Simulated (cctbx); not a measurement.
**Interatomic vectors of CaIr2S4**

Space group I4_1/amd (no. 141, origin choice 1), a = 7.3050 Å, b = 7.3050 Å, c = 10.8680 Å, α = 90.00°, β = 90.00°, γ = 90.00°, content Ir8 Ca4 S16.

The data are simulated with cctbx, not measured: Mo Kα, λ = 0.71073 Å, to d = 0.65 Å, 50 % of the full sphere, strongest reflection 20000 counts, noise from counting, a 4 % proportional error and a noise floor of 8 counts (s.d.); no absorption.

Patterson synthesis, origin scaled to 1000:

```text
Patterson group I 4/m m m
      u       v       w   height  length (A)
  0.000   0.000   0.000   1000.0     0.00
  0.000   0.500   0.000    485.6     3.65
  0.250   0.250   0.250    484.3     3.75
  0.000   0.000   0.231    170.7     2.51
  0.230   0.230   0.000    168.3     2.38
  0.000   0.500   0.250    134.1     4.55
  0.000   0.247   0.377     60.7     4.48
  0.000   0.074   0.070     18.0     0.94
  0.000   0.000   0.083     17.9     0.90
  0.082   0.082   0.037     12.6     0.94
  0.177   0.253   0.323      6.7     4.17
  0.000   0.425   0.430      6.6     5.61
  0.172   0.238   0.184      5.4     2.93
  0.000   0.460   0.081      4.8     3.47
```

**Question.** Which atom pairs make the peaks, and where is the heaviest atom?

A peak at u stands for all pairs with xi − xj = u, with weight Σ ZiZj against Σ Z² = 53128 at the origin. Peak heights follow these weights only roughly, since form factors, motion and series ripples differ, all vectors within 0.55 Å of a peak are counted as merged into it though the farther ones add only part of their weight, and F(000) is left out, which lowers the whole map:

| u | v | w | shortest length (Å) | height | 1000 ΣZiZj/ΣZ² | pairs in the cell |
| --- | --- | --- | --- | --- | --- | --- |
| 0.000 | 0.500 | 0.000 | 3.65 | 486 | 523 | 4 × Ir–Ir, 16 × S–S |
| 0.250 | 0.250 | 0.250 | 3.75 | 484 | 523 | 4 × Ir–Ir, 16 × S–S |
| 0.000 | 0.000 | 0.231 | 2.51 | 171 | 371 | 16 × Ir–S |
| 0.230 | 0.230 | 0.000 | 2.38 | 168 | 371 | 16 × Ir–S |
| 0.000 | 0.500 | 0.250 | 4.55 | 134 | 386 | 16 × Ir–S, 2 × Ca–Ca |
| 0.000 | 0.247 | 0.377 | 4.31 | 61 | 140 | 4 × Ir–Ca, 4 × Ca–S |

The table stops at ten peaks or at a height of 45, below which ripples compete. In the model behind the data Ir, the heaviest element, has 1 independent site: (0, 3/4, 1/8), up to an allowed shift of origin; the Ir–Ir vectors are differences of these positions and their symmetry mates. The whole model:

```
atom  mult.       x    y       z  Ueq (Å²)
 Ir1      8       0  3/4     1/8    0.0114
 Ca1      4     1/2    0     1/4    0.0349
  S1     16  0.7815  1/2  0.1395    0.0213
```

The model is made up (kin elements in a known structure type, no relaxation), so it says nothing on whether the phase exists.

[Logs are printed without paths, hosts, clocks, repeated set-up lines and the standing remarks that a program may print on its own settings, such as how far it seeks lower states.]
